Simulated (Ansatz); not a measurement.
# What PtC (model cell, started as CsCl type) distorts into, part 3 of 3

Aim: this structure of PtC (model cell, started as CsCl type) is to be tested for unstable modes, and one is followed downhill.

Ansatz 0.2.0; DFT PBEsol, scalar-relativistic, plane waves, PAW.

So far. Step 4 (The mode frozen in, largest atomic shift 0.32 Å): The run ends at a pressure of 10.24 GPa, with forces up to 0.068 eV/Å. Step 5 (Energy along the mode, all amplitudes (two of the runs …): The lowest of the steps tried is at 0.32 Å, 38.8 meV/atom below the parent; the bottom of the well need not coincide with a step.

The structure was built from a prototype and need not be the compound's stable phase.

### 7. The new phase in its own primitive cell

The relaxed structure is symmetrised, reduced to its primitive cell and relaxed tightly, as its phonons need.

Contents of input.yaml:

```yaml
crystal:
  lattice:
    - [0.0, 2.3341501194, 2.3341501194]
    - [2.3341501194, 0.0, 2.3341501194]
    - [2.3341501194, 2.3341501194, 0.0]
  atoms:
    - { symbol: Pt, position: [0.5, 0.5, 0.5] }
    - { symbol: C, position: [0.75, 0.75, 0.75] }
kpoints:
  mp_grid: { grid: [14, 14, 14] }
hamiltonian:
  xc: pbesol
scf:
  occupations: { method: methfessel_paxton, width: 0.15 }
output:
  forces: true
  stress: true
  eigenvalues: true
relax:
  adjacent_minimum: "off"
  f_tol: 0.001
  max_steps: 60
  cell: { stress_tol: 0.01 }
```

Started as:

```bash
ansatz run input.yaml --threads 4 --pin off --max-ram 7168MiB --backend cpu --events-out ev --progress --plain --runs-dir out
```

Numbers of over 12 decimals in the logs are rounded to 6 here.

Log:

```text
[...]
Crystal: 2 atoms, lattice volume = 25.434 Å³
Basis set: ecut = 420 eV, 531 PW (Γ), exchange–correlation on 48×48×48 points (8 copies of the dense FFT grid, shifted against one another)
Bands: 15, of which v1, the nominal top of the filled ones, is band 11 counted from 1 (10 counted from 0)
Symmetry: 24 space group operations
[...]
k-points: 104 of 2744 (time reversal used)
[...]
k-point 103: bands = [... 7 lower, 11.1493, 12.9294, 13.7232, 14.2513, 16.0428, 18.0003, 26.2933, 27.2445]
--- Relaxed structure (2 steps of the walk, 2 accepted, 1 SCFs on fresh bases) ---
[...]
cell:  # Å, volume = 25.4465 Å³
    - [0, 2.334531, 2.334531]
    - [2.334531, 0, 2.334531]
    - [2.334531, 2.334531, 0]
  atoms:
    - { symbol: Pt, position: [0.5, 0.5, 0.5] }
    - { symbol: C, position: [0.750000, 0.750000, 0.750000] }
[key lines of the parts left out:]
SCF converged after 5 iterations
Free energy (F): -12628.756159 eV
Fermi energy:    16.842055 eV
P = ⅓ Tr σ = -0.0048 GPa (-0.048 kbar)
```

It took 2.5 s on 4 threads of Arm Neoverse V2, shared host; peak memory 0.36 GiB.

Little changed from the start: no atom moved by 0.005 Å and no cell edge by 0.1 %.

Numbers from this step:

| Item | Value |
| --- | --- |
| pressure | -0.004828 GPa |

The forces vanish by symmetry and the pressure is -0.005 GPa, within the tolerances set. The cell now holds 12.72 Å³/atom.

### 8. Modes of the new phase, k-mesh 14×14×14

A relaxed structure may still be a saddle point, so its zone-centre modes are computed. No field response is asked, since the mesh shows no gap.

input.yaml, the sections that differ from step 7:

```yaml
crystal:
  lattice:
    - [0.0, 2.3345306671, 2.3345306671]
    - [2.3345306671, 0.0, 2.3345306671]
    - [2.3345306671, 2.3345306671, 0.0]
  atoms:
    - { symbol: Pt, position: [0.5, 0.5, 0.5] }
    - { symbol: C, position: [0.75, 0.75, 0.75] }
output:
  eigenvalues: true
phonons:
  method: dfpt
# kpoints, hamiltonian, scf: as in step 7
# relax: removed
```

Log:

```text
zone centre: on kpoints.mp_grid the ground state, and the responses unless they are solved on pairs of k-points, stand on 244 of the mesh's 2744 k-points, reduced under 8 symmetry operations, with k and −k counted as one. Each operation leaves every solved displacement unchanged or reverses it
[...]
Crystal: 2 atoms, lattice volume = 25.447 Å³
Basis set: ecut = 420 eV, 531 PW (Γ), exchange–correlation on 48×48×48 points (8 copies of the dense FFT grid, shifted against one another)
Bands: 15, of which v1, the nominal top of the filled ones, is band 11 counted from 1 (10 counted from 0)
Symmetry: 24 space group operations
k-points: 244 of 2744 (irreducible under 8 space group operations, time reversal used)
[...]
SCF iter   1: F=—  HF=-12628.764329 eV  |F-HF|=—  |Δ(HF+E_count)|=         —  Δρ=1.05e-2  dr2=2.56e-2  ethr=1.77e-3  ⟨swp⟩=4.9  Hψ=16640  notcnv=0
[...]
SCF iter   7: F=-12628.756159 eV  HF=-12628.756159 eV  |F-HF|=3.64e-12  |Δ(HF+E_count)|=  9.09e-12  S|Δr|=    0.00e0  Δρ=6.02e-8  dr2=3.63e-13  ethr=1.00e-12  ⟨swp⟩=5.8  Hψ=15194  notcnv=0
SCF 1 converged in 7 iterations: F = -12628.756159 eV  dr2 = 3.63e-13
[...]
DFPT response loops at Γ: preconditioner auto → Kerker (q_TF=auto, 2.663 Å⁻¹) (partly filled bands, converged f_vac=0.001); β = 1.00, the filter's whole step (`scf.mixing.beta` (0.50) is not read by the response loops under this deck's `scf.mixing.preconditioner`; to damp them name `kerker` or `kerker_dos`, under which they read `scf.mixing.beta`, and type it under 1.00, their step now; both keys bind the ground state too); Broyden in place of MSR1
SCF converged after 7 iterations
[...]
Free energy (F): -12628.756159 eV
[...]
Internal energy: -12628.756391 eV  (E = F + TS)
E sigma→0 (E₀):  -12628.756217 eV
Entropy (-TS):   0.000233 eV (0.116 meV/atom)
Fermi energy:    16.842055 eV
[...]
--- Band table (eV; the first three rows and the last of 244) ---
  k-point 0: bands = [... 7 lower, 9.3020, 12.8360, 12.8360, 19.6886, 21.6356, 21.6356, 21.6356, 29.2498]
  k-point 1: bands = [... 7 lower, 9.3453, 12.8156, 12.8156, 19.8492, 21.4082, 21.5752, 21.5752, 28.5472]
  k-point 2: bands = [... 7 lower, 9.4626, 12.7755, 12.7755, 19.9959, 21.0345, 21.3741, 21.3741, 27.2396]
  k-point 243: bands = [... 7 lower, 11.1493, 12.9294, 13.7232, 14.2513, 16.0428, 18.0003, 26.2933, 27.2445]
--- Phonons (Γ-DFPT): 2 representative perturbations + reference, on 244 of 2744 k-points (Σ response iterations 7) ---
  k mesh reduced under 8 symmetry operations, with k and −k counted as one. Each operation leaves every solved displacement unchanged or reverses it
  ASR residual: 1.207e-5 → 0.000e0 eV/Å²; symmetrization residual: 1.173e-6 eV/Å²
  ASR residual per site (eV/Å²): 1.21e-5 4.98e-6
  Γ frequencies (cm⁻¹): 0.00 0.00 0.00 560.36 560.36 560.36
  non-analytic LO–TO correction: not included (Born effective charges unavailable; polar crystals: no LO–TO splitting at Γ)
```

Wall time 6.6 s (4 threads); peak memory 0.53 GiB.

This step gave:

* sum-rule residual before enforcement: 1.21e-5 eV/Å²
* point group: -43m
* highest optical mode at the zone centre (no LO-TO term): 560.4 cm⁻¹
* lowest optical zone-centre mode: 560.4 cm⁻¹

Patterns of degenerate modes are one choice out of their space. Modes at Γ, with each element's share of the kinetic energy:

| mode | frequency (cm⁻¹) | symmetry | Pt % | C % |
| --- | --- | --- | --- | --- |
| 1 | 0.0 | acoustic | 94 | 6 |
| 2 | 0.0 | acoustic | 94 | 6 |
| 3 | 0.0 | acoustic | 94 | 6 |
| 4 | 560.4 | T2 | 6 | 94 |
| 5 | 560.4 | T2 | 6 | 94 |
| 6 | 560.4 | T2 | 6 | 94 |

Displacements in mode 6 (560.4 cm⁻¹), the largest set to 1:
```
Pt1  0.00  0.00 -0.06
C2   0.00  0.00  1.00
```

Before it was imposed, the acoustic sum rule was missed by 1.2e-5 eV/Å². Small misses are needed for a sound result but don't prove that mesh and cutoff are converged. The lowest optical mode is real, 560 cm⁻¹.

### 9. Results

- unstable mode of the parent: q = (0, 0, 0), 274i cm⁻¹
- depth at the lowest point sampled: 38.8 meV/atom
- largest atomic shift at that point: 0.32 Å
- space group reached (within 0.01 Å): F-43m
- energy gained over the parent (first relaxation, on the mesh of the frozen mode): 1050 meV/atom
- volume per atom, phase reached: 12.7 Å³
- lowest optical zone-centre mode, phase reached: 560 cm⁻¹
- highest optical mode at the zone centre (no LO-TO term), phase reached: 560 cm⁻¹

In words: Along this mode the structure falls into F-43m, 1050 meV/atom below the parent. At the parent's cell the well is 38.78 meV/atom deep on the steps tried, with its lowest point at a shift of 0.32 Å. Relaxing atoms and cell changes the gain by +1010.87 meV/atom against the lowest step (energies at zero smearing). Most of the total comes from this relaxation. The new phase has no imaginary mode at the zone centre of its cell; other wavevectors were not checked. Of the 4 patterns followed to their end from this parent, this one reaches the lowest energy. Each path keeps the symmetry of its pattern, so a lower phase may lie along a pattern not tried. With no gap, or one that is small against the smearing, the frequencies hang on the k mesh and the smearing, most of all near Kohn anomalies. Spin-orbit coupling is left out, which can matter for the heavy elements here. A phonon run warned that its eigensolver left some bands unconverged in a pass. The starting cell was built on a prototype and not taken from a measurement, so the phase need not exist.

[Logs are printed without paths, hosts, clocks, repeated set-up lines and the standing remarks that a program may print on its own settings, such as how far it seeks lower states.]

[Hosts, paths, dates, database ids (printed as entryN), source tags and the programs' standing remarks are cut or masked in the printed files.]
